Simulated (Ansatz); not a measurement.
# What LiPtF3 (built on the sites of a database entry of KPdF3) distorts into, part 2 of 2

Which phase does LiPtF3 (built on the sites of a database entry of KPdF3) fall into along its unstable mode, and how much energy does it gain?

Ansatz 0.2.0; DFT LDA, scalar-relativistic, plane waves, PAW.

So far, highest frequency on the path or at a solved wavevector (cm⁻¹): step 2 (phonons on a q mesh) 510. Also lowest frequency on the path (cm⁻¹): step 2 -225.

The structure was built from a prototype and need not be the compound's stable phase.

## Step 4: The mode frozen in, largest atomic shift 0.6 Å

The atoms are moved along the unstable eigenvector, the largest shift by 0.6 Å, with the cell fixed.

File input.yaml:

```yaml
crystal:
  lattice:
    - [4.2088759491, 4.2088759491, 0.0]
    - [4.2088759491, 0.0, 4.2088759491]
    - [4.2088759491, 0.0, -4.2088759491]
  atoms:
    - { symbol: Li, position: [0.4176953263, 0.2911523368, 0.7088476632] }
    - { symbol: Li, position: [0.5823046737, 0.7088476632, 0.2911523368] }
    - { symbol: Pt, position: [0.0, 0.0, 0.0] }
    - { symbol: Pt, position: [0.0, 0.5, 0.5] }
    - { symbol: F, position: [0.5, 0.75, 0.7248855574] }
    - { symbol: F, position: [0.5, 0.25, 0.2751144426] }
    - { symbol: F, position: [0.0251144426, 0.25, 0.75] }
    - { symbol: F, position: [-0.0251144426, 0.75, 0.25] }
    - { symbol: F, position: [-0.0251144426, 0.2751144426, 0.25] }
    - { symbol: F, position: [0.0251144426, 0.7248855574, 0.75] }
kpoints:
  mp_grid: { grid: [8, 8, 8] }
hamiltonian:
  xc: lda
scf:
  occupations: { method: methfessel_paxton, width: 0.2 }
output:
  forces: true
  stress: true
  eigenvalues: true
```

Command:

```bash
$ ansatz run input.yaml --threads 8 --pin off --max-ram 14336MiB --backend cpu --events-out ev --progress --plain --runs-dir out
```

Numbers of over 12 decimals in the logs are rounded to 6 here.

Output:

```text
[...]
Crystal: 10 atoms, lattice volume = 149.117 Å³
Basis set: ecut = 420 eV, 2891 PW (Γ)
Bands: 52, of which v1, the nominal top of the filled ones, is band 42 counted from 1 (41 counted from 0)
Symmetry: 12 space group operations
[...]
k-points: 65 of 512
[...]
k-point 0: bands = [... 38 lower, 4.7729, 5.1118, 5.2325, 5.2325, 6.2360, 8.1323, 8.1323, 10.5810, ... 6 higher]
  k-point 1: bands = [... 38 lower, 4.9107, 5.0733, 5.1841, 5.1932, 6.4205, 7.9957, 7.9970, 10.5969, ... 6 higher]
  k-point 2: bands = [... 38 lower, 5.0086, 5.0310, 5.3151, 5.3305, 6.9236, 7.6220, 7.6256, 10.2865, ... 6 higher]
  k-point 64: bands = [... 38 lower, 4.6067, 4.6067, 6.4055, 6.4055, 6.5583, 6.5583, 8.2245, 8.6802, ... 6 higher]
[key lines of the parts left out:]
SCF converged after 7 iterations
Free energy (F): -29651.723840 eV
Fermi energy:    6.211339 eV
P = ⅓ Tr σ = -0.1028 GPa (-1.028 kbar)
```

Elapsed: 5.9 s, on 8 threads of Arm Neoverse N1, shared host; peak memory 0.81 GiB.

Numbers from this step:

- pressure: -0.1028 GPa
- energy from the undistorted cell: -66.93 meV/atom

The energy, extrapolated to zero smearing, is -66.93 meV/atom against the undistorted cell.

The run ends at a pressure of -0.10 GPa, with forces up to 0.69 eV/Å.

## Step 5: Energy along the mode, all amplitudes (two of the runs are shown above)

An imaginary frequency means negative curvature, so the energy should fall and then rise again as anharmonic terms take over.

This step gave:

| Quantity | Value |
| --- | --- |
| depth at the lowest point sampled | 66.93 meV/atom |
| largest atomic shift at that point | 0.6 Å |

Energy from the parent against largest atomic shift:

```
largest atomic shift (Å)  energy from the parent (meV/atom)
                   0.000                                  0
                   0.040                             -0.314
                   0.080                              -1.26
                   0.140                              -3.84
                   0.220                              -9.46
                   0.320                              -19.9
                   0.450                              -38.8
                   0.600                              -66.9
```

Displacement at unit largest shift by atom:

```
atom   x (Å)   y (Å)   z (Å)   size
 Li1  -0.577  -0.577   0.577  0.999
 Li2   0.577   0.577  -0.577  0.999
 Pt3   0.000   0.000   0.000  0.000
 Pt4   0.000   0.000   0.000  0.000
  F5  -0.176   0.000   0.176  0.249
  F6   0.176   0.000  -0.176  0.249
  F7   0.176   0.176   0.000  0.249
  F8  -0.176  -0.176   0.000  0.249
  F9   0.000  -0.176   0.176  0.249
 F10   0.000   0.176  -0.176  0.249
```

The lowest of the steps tried is the last one, at 0.6 Å, 66.9 meV/atom below the parent; the bottom of the well need not coincide with a step.

## Step 6: Relaxing from the distorted cell

Starting from the lowest point found, all atoms and the cell are let go, so that strain and other modes of the same symmetry can join in.

Changes to input.yaml since step 4:

```diff
@@ -26 +26,6 @@
   eigenvalues: true
+relax:
+  adjacent_minimum: "off"
+  f_tol: 0.002
+  max_steps: 120
+  cell: { stress_tol: 0.03 }
```

Output:

```text
[...]
Crystal: 10 atoms, lattice volume = 149.117 Å³
Basis set: ecut = 420 eV, 2891 PW (Γ)
Bands: 52, of which v1, the nominal top of the filled ones, is band 42 counted from 1 (41 counted from 0)
Symmetry: 12 space group operations
[...]
k-points: 65 of 512
[...]
SCF iter   1: F=—  HF=-29651.810017 eV  |F-HF|=—  |Δ(HF+E_count)|=         —  Δρ=1.67e-2  dr2=2.81e-1  ethr=1.77e-3  ⟨swp⟩=6.0  Hψ=12524  notcnv=0
[...]
SCF iter   7: F=-29651.723840 eV  HF=-29651.723840 eV  |F-HF|=3.43e-8  |Δ(HF+E_count)|=   1.75e-9  S|Δr|=    0.00e0  Δρ=4.57e-6  dr2=3.81e-8  ethr=1.19e-10  ⟨swp⟩=8.6  Hψ=11076  notcnv=0
SCF 1 converged in 7 iterations: F = -29651.723840 eV  dr2 = 3.81e-8
[...]
relax step   1: F+E_penalty+E_count = -29651.72384000 eV  Δ(F+E_penalty+E_count) = +0.000e0 eV  max|allowed force component| = 3.966e-1 eV/Å  Δτ_max = 0.0000 Å  P = -0.103 GPa  Ω = 149.117 Å³  (7 SCF iters, dr2 threshold 1.00e-7 eV, accepted)
Crystal: 10 atoms, lattice volume = 150.686 Å³
Basis set: ecut = 420 eV, 2921 PW (Γ)
[...]
SCF iter   6: F=-29652.134649 eV  HF=-29652.134649 eV  |F-HF|=6.47e-7  |Δ(HF+E_count)|=   1.71e-6  S|Δr|=    0.00e0  Δρ=3.12e-5  dr2=8.07e-7  ethr=1.19e-9  ⟨swp⟩=6.3  Hψ=13430  notcnv=0
SCF 2 converged in 6 iterations: F = -29652.134649 eV  dr2 = 8.07e-7
[...]
relax step   2: F+E_penalty+E_count = -29652.13464885 eV  Δ(F+E_penalty+E_count) = -4.108e-1 eV  max|allowed force component| = 4.276e-1 eV/Å  Δτ_max = 0.1975 Å  P = -1.079 GPa  Ω = 150.686 Å³  energy of the carried Pulay correction = -6.891e-3 eV  (6 SCF iters, dr2 threshold 1.00e-6 eV, accepted)
Crystal: 10 atoms, lattice volume = 150.823 Å³
Basis set: ecut = 420 eV, 2939 PW (Γ)
[...]
SCF iter   6: F=-29652.362669 eV  HF=-29652.362670 eV  |F-HF|=3.66e-7  |Δ(HF+E_count)|=   4.48e-7  S|Δr|=    0.00e0  Δρ=2.22e-5  dr2=4.49e-7  ethr=1.19e-9  ⟨swp⟩=6.1  Hψ=12724  notcnv=0
SCF 3 converged in 6 iterations: F = -29652.362669 eV  dr2 = 4.49e-7
relax step   3: F+E_penalty+E_count = -29652.36266946 eV  Δ(F+E_penalty+E_count) = -2.280e-1 eV  max|allowed force component| = 4.059e-1 eV/Å  Δτ_max = 0.0837 Å  P = -1.239 GPa  Ω = 150.823 Å³  energy of the carried Pulay correction = -7.488e-3 eV  (6 SCF iters, dr2 threshold 1.00e-6 eV, accepted)
[... from here on, the SCF cycles and remarks between the steps are left out ...]
relax step   4: F+E_penalty+E_count = -29652.67155424 eV  Δ(F+E_penalty+E_count) = -3.089e-1 eV  max|allowed force component| = 8.260e-2 eV/Å  Δτ_max = 0.1950 Å  P = +2.060 GPa  Ω = 147.281 Å³  energy of the carried Pulay correction = +8.161e-3 eV  (6 SCF iters, dr2 threshold 1.00e-6 eV, accepted)
relax step   5: F+E_penalty+E_count = -29652.60469252 eV  Δ(F+E_penalty+E_count) = +6.686e-2 eV  max|allowed force component| = 1.176e-1 eV/Å  Δτ_max = 0.1546 Å  P = -2.526 GPa  Ω = 155.916 Å³  energy of the carried Pulay correction = -2.935e-2 eV  (7 SCF iters, dr2 threshold 1.00e-6 eV, rejected (line search))
relax step   6: F+E_penalty+E_count = -29652.68914303 eV  Δ(F+E_penalty+E_count) = -1.759e-2 eV  max|allowed force component| = 5.597e-2 eV/Å  Δτ_max = 0.0668 Å  P = +1.379 GPa  Ω = 148.732 Å³  energy of the carried Pulay correction = +1.704e-3 eV  (10 SCF iters, accepted)
relax step   7: F+E_penalty+E_count = -29652.69071465 eV  Δ(F+E_penalty+E_count) = -1.572e-3 eV  max|allowed force component| = 1.448e-2 eV/Å  Δτ_max = 0.0129 Å  P = -0.136 GPa  Ω = 151.043 Å³  energy of the carried Pulay correction = -8.447e-3 eV  (6 SCF iters, dr2 threshold 1.00e-6 eV, accepted)
relax step   8: F+E_penalty+E_count = -29652.69173444 eV  Δ(F+E_penalty+E_count) = -1.020e-3 eV  max|allowed force component| = 5.924e-4 eV/Å  Δτ_max = 0.0059 Å  P = +0.006 GPa  Ω = 150.871 Å³  energy of the carried Pulay correction = -7.696e-3 eV  (5 SCF iters, dr2 threshold 5.01e-8 eV, accepted)
relax step   9: F+E_penalty+E_count = -29652.71931780 eV  Δ(F+E_penalty+E_count) = -2.758e-2 eV  max|allowed force component| = 2.528e-3 eV/Å  Δτ_max = 0.0000 Å  P = +0.281 GPa  Ω = 150.871 Å³  stress off target by 9.00e-1 GPa  SCF on the basis re-selected at this cell (its energy is not comparable with the rows above)  (8 SCF iters)
relax step  10: F+E_penalty+E_count = -29652.72608105 eV  Δ(F+E_penalty+E_count) = -6.763e-3 eV  max|allowed force component| = 2.328e-2 eV/Å  Δτ_max = 0.0130 Å  P = +0.059 GPa  Ω = 151.075 Å³  energy of the carried Pulay correction = -6.240e-4 eV  (5 SCF iters, dr2 threshold 1.00e-6 eV, accepted)
relax step  11: F+E_penalty+E_count = -29652.72580428 eV  Δ(F+E_penalty+E_count) = +2.768e-4 eV  max|allowed force component| = 4.123e-3 eV/Å  Δτ_max = 0.0218 Å  P = +0.084 GPa  Ω = 151.349 Å³  energy of the carried Pulay correction = -1.838e-3 eV  (6 SCF iters, dr2 threshold 3.39e-8 eV, accepted)
relax step  12: F+E_penalty+E_count = -29652.72533197 eV  Δ(F+E_penalty+E_count) = +4.723e-4 eV  max|allowed force component| = 5.373e-4 eV/Å  Δτ_max = 0.0019 Å  P = +0.002 GPa  Ω = 151.468 Å³  energy of the carried Pulay correction = -2.378e-3 eV  (5 SCF iters, dr2 threshold 2.40e-8 eV, accepted)
relax step  13: F+E_penalty+E_count = -29652.72999853 eV  Δ(F+E_penalty+E_count) = -4.667e-3 eV  max|allowed force component| = 1.048e-3 eV/Å  Δτ_max = 0.0000 Å  P = +0.026 GPa  Ω = 151.468 Å³  stress off target by 1.99e-1 GPa  SCF on the basis re-selected at this cell (its energy is not comparable with the rows above)  (7 SCF iters)
relax step  14: F+E_penalty+E_count = -29652.73044099 eV  Δ(F+E_penalty+E_count) = -4.425e-4 eV  max|allowed force component| = 5.468e-4 eV/Å  Δτ_max = 0.0069 Å  P = -0.004 GPa  Ω = 151.521 Å³  energy of the carried Pulay correction = -1.491e-4 eV  (5 SCF iters, dr2 threshold 9.92e-8 eV, accepted)
relax step  15: F+E_penalty+E_count = -29652.73059148 eV  Δ(F+E_penalty+E_count) = -1.505e-4 eV  max|allowed force component| = 6.400e-4 eV/Å  Δτ_max = 0.0000 Å  P = -0.003 GPa  Ω = 151.521 Å³  stress off target by 4.83e-2 GPa  SCF on the basis re-selected at this cell (its energy is not comparable with the rows above)  (6 SCF iters)
relax step  16: F+E_penalty+E_count = -29652.73068235 eV  Δ(F+E_penalty+E_count) = -9.087e-5 eV  max|allowed force component| = 1.167e-4 eV/Å  Δτ_max = 0.0023 Å  P = +0.000 GPa  Ω = 151.520 Å³  energy of the carried Pulay correction = +3.414e-5 eV  (6 SCF iters, dr2 threshold 5.82e-9 eV, accepted)
[...]
SCF iter   4: F=-29652.730846 eV  HF=-29652.730846 eV  |F-HF|=1.46e-11  |Δ(HF+E_count)|=  2.62e-10  S|Δr|=    0.00e0  Δρ=1.65e-7  dr2=2.28e-11  ethr=1.00e-12  ⟨swp⟩=4.6  Hψ=15169  notcnv=0
SCF 17 converged in 4 iterations: F = -29652.730846 eV  dr2 = 2.28e-11
relax step  17: F+E_penalty+E_count = -29652.73084630 eV  Δ(F+E_penalty+E_count) = -1.639e-4 eV  max|allowed force component| = 1.415e-4 eV/Å  Δτ_max = 0.0000 Å  P = -0.000 GPa  Ω = 151.520 Å³  stress off target by 1.67e-2 GPa  SCF on the basis re-selected at this cell (its energy is not comparable with the rows above)  (4 SCF iters)
[...]
SCF converged after 4 iterations
[...]
Free energy (F): -29652.730846 eV
[...]
Internal energy: -29652.728919 eV  (E = F + TS)
E sigma→0 (E₀):  -29652.730364 eV
Entropy (-TS):   -0.001928 eV (-0.193 meV/atom)
Fermi energy:    5.311984 eV
[...]
--- Forces (eV/Å), atoms counted from 1 ---
  atom   1  Li    -0.00011661    -0.00011661     0.00011661
  atom   2  Li     0.00011661     0.00011661    -0.00011661
  atom   3  Pt     0.00000000     0.00000000     0.00000000
  atom   4  Pt    -0.00000000     0.00000000     0.00000000
  atom   5  F      0.00009560    -0.00014149    -0.00009560
  atom   6  F     -0.00009560     0.00014149     0.00009560
  atom   7  F     -0.00009560    -0.00009560    -0.00014149
  atom   8  F      0.00009560     0.00009560     0.00014149
  atom   9  F     -0.00014149     0.00009560    -0.00009560
  atom  10  F      0.00014149    -0.00009560     0.00009560
  max |Σ_I F_I| component: 1.04e-17 eV/Å
--- Stress (GPa, compression-positive) ---
       -0.000029       0.008362      -0.008362
        0.008362      -0.000029      -0.008362
       -0.008362      -0.008362      -0.000029
  P = ⅓ Tr σ = -0.0000 GPa (-0.000 kbar)
--- Band table (eV; the first three rows and the last of 65) ---
  k-point 0: bands = [... 38 lower, 4.1146, 4.1146, 4.3706, 4.3706, 5.9523, 6.9493, 6.9493, 10.3391, ... 6 higher]
  k-point 1: bands = [... 38 lower, 4.1716, 4.1802, 4.3693, 4.3848, 6.1422, 6.8226, 6.8364, 10.4006, ... 6 higher]
  k-point 2: bands = [... 38 lower, 4.1642, 4.1761, 4.5437, 4.6019, 6.4758, 6.5271, 6.6642, 10.2011, ... 6 higher]
  k-point 64: bands = [... 38 lower, 3.9827, 3.9827, 5.3147, 5.3147, 5.7602, 5.7602, 7.8826, 8.2349, ... 6 higher]
--- Relaxed structure (13 steps of the walk, 12 accepted, 4 SCFs on fresh bases) ---
  F+E_penalty+E_count = -29652.73084630 eV   max|allowed force component| = 1.415e-4 eV/Å   (the final SCF, on the basis selected at the relaxed cell)
  cell:  # Å, volume = 151.5202 Å³
    - [4.392907, 4.392907, -0.311878]
    - [4.081028, 0.0, 4.081028]
    - [4.392907, 0.311878, -4.392907]
  atoms:
    - { symbol: Li, position: [0.336337, 0.331832, 0.668168] }
    - { symbol: Li, position: [0.663663, 0.668168, 0.331832] }
    - { symbol: Pt, position: [7.418850768044016e-19, 2.629119640671847e-19, 4.277753144681637e-19] }
    - { symbol: Pt, position: [-5.421010862427522e-18, 0.500000, 0.500000] }
    - { symbol: F, position: [0.497739, 0.751131, 0.703962] }
    - { symbol: F, position: [0.502261, 0.248869, 0.296038] }
    - { symbol: F, position: [0.047169, 0.248869, 0.751131] }
    - { symbol: F, position: [-0.047169, 0.751131, 0.248869] }
    - { symbol: F, position: [-0.047169, 0.296038, 0.248869] }
    - { symbol: F, position: [0.047169, 0.703962, 0.751131] }
```

Run time: 1.7 min. Hardware: 8 threads; peak memory 0.9 GiB; 13 min of CPU time.

Relaxation path:

```
step  energy less that of the first step (eV)  largest force component (eV/Å)  pressure (GPa)  volume (Å³)
   1                                   0.0000                          0.3966           -0.10       149.12
   2                                  -0.4108                          0.4276           -1.08       150.69
   3                                  -0.6388                          0.4059           -1.24       150.82
   4                                  -0.9477                          0.0826            2.06       147.28
   5                                  -0.8809                          0.1176           -2.53       155.92
   6                                  -0.9653                          0.0560            1.38       148.73
   7                                  -0.9669                          0.0145           -0.14       151.04
   8                                  -0.9679                          0.0006            0.01       150.87
  9*                                  -0.9955                          0.0025            0.28       150.87
  10                                  -1.0022                          0.0233            0.06       151.08
  11                                  -1.0020                          0.0041            0.08       151.35
  12                                  -1.0015                          0.0005            0.00       151.47
 13*                                  -1.0062                          0.0010            0.03       151.47
  14                                  -1.0066                          0.0005            0.00       151.52
 15*                                  -1.0068                          0.0006            0.00       151.52
  16                                  -1.0068                          0.0001            0.00       151.52
 17*                                  -1.0070                          0.0001            0.00       151.52
```

Relaxation steps marked * repeat the geometry before them on a plane-wave basis chosen anew for their cell, so energy and pressure can jump there. Relaxation step 5 was tried and not accepted.

The run keeps the 12 symmetry operations that it works with, so distortions that break them were not tested.

```
conventional cell, symmetrised  before   after  change
                         a (Å)   5.952   5.771  -3.0 %
                         b (Å)   5.952   5.771  -3.0 %
                         c (Å)  14.580  15.758  +8.1 %
              volume (Å³/atom)   14.91   15.15  +1.6 %
```

The atoms that moved most (Å, as changes of fractional coordinates times the final cell):

```
atom      dx      dy      dz  length
 Li2   0.370   0.370  -0.370   0.641
 Li1  -0.370  -0.370   0.370   0.641
 F10   0.016   0.097  -0.097   0.138
  F9  -0.016  -0.097   0.097   0.138
  F8  -0.097  -0.097   0.016   0.138
  F5  -0.097  -0.016   0.097   0.138
  F6   0.097   0.016  -0.097   0.138
  F7   0.097   0.097  -0.016   0.138
```

Final coordinates:

```cif
data_structure
_symmetry_space_group_name_H-M 'P 1'
_symmetry_Int_Tables_number 1
_cell_length_a 6.2203
_cell_length_b 5.7714
_cell_length_c 6.2203
_cell_angle_alpha 90.000
_cell_angle_beta 55.280
_cell_angle_gamma 62.360
_cell_volume 151.52
loop_
_atom_site_label
_atom_site_type_symbol
_atom_site_fract_x
_atom_site_fract_y
_atom_site_fract_z
_atom_site_occupancy
Li1 Li 0.33634 0.33183 0.66817 1
Li2 Li 0.66366 0.66817 0.33183 1
Pt3 Pt 0.00000 0.00000 0.00000 1
Pt4 Pt 0.00000 0.50000 0.50000 1
F5 F 0.49774 0.75113 0.70396 1
F6 F 0.50226 0.24887 0.29604 1
F7 F 0.04717 0.24887 0.75113 1
F8 F 0.95283 0.75113 0.24887 1
F9 F 0.95283 0.29604 0.24887 1
F10 F 0.04717 0.70396 0.75113 1
```

Numbers from this step:

```yaml
pressure: -2.88e-5 GPa
volume_per_atom: 15.15 Å³
```

The distorted start has space group R-3m; the relaxation ends in R-3m.

## Step 7: What came out

| Quantity | Value |
| --- | --- |
| unstable mode of the parent | q = (-0.5, -0.5, -0.5), 225i cm⁻¹ |
| depth at the lowest point sampled | 66.9 meV/atom |
| largest atomic shift at that point | 0.6 Å |
| space group reached (within 0.01 Å) | R-3m |
| energy gained over the parent (first relaxation, on the mesh of the frozen mode) | 168 meV/atom |
| volume per atom, phase reached | 15.2 Å³ |

In words: Along this mode the structure falls into R-3m, 168 meV/atom below the parent. At the parent's cell the well is 66.93 meV/atom deep on the steps tried, with its lowest point at a shift of 0.6 Å. That is the last step tried, so the steps alone don't bracket the bottom of the well. Relaxing atoms and cell changes the gain by +100.67 meV/atom against the lowest step (energies at zero smearing). Most of the total comes from this relaxation. The modes of the phase reached were not computed on this path. Of the 6 patterns followed to their end from this parent, this one ends 44.9 meV/atom above the lowest, Imma. Another end point lies within 1 meV/atom; how such a difference moves with mesh and cutoff was not tested. Each path keeps the symmetry of its pattern, so a lower phase may lie along a pattern not tried. With no gap, or one that is small against the smearing, the frequencies hang on the k mesh and the smearing, most of all near Kohn anomalies. Spin-orbit coupling is left out, which can matter for the heavy elements here. The starting cell was built on a prototype and not taken from a measurement, so the phase need not exist.

[Logs are printed without paths, hosts, clocks, repeated set-up lines and the standing remarks that a program may print on its own settings, such as how far it seeks lower states.]

[Hosts, paths, dates, database ids (printed as entryN), source tags and the programs' standing remarks are cut or masked in the printed files.]
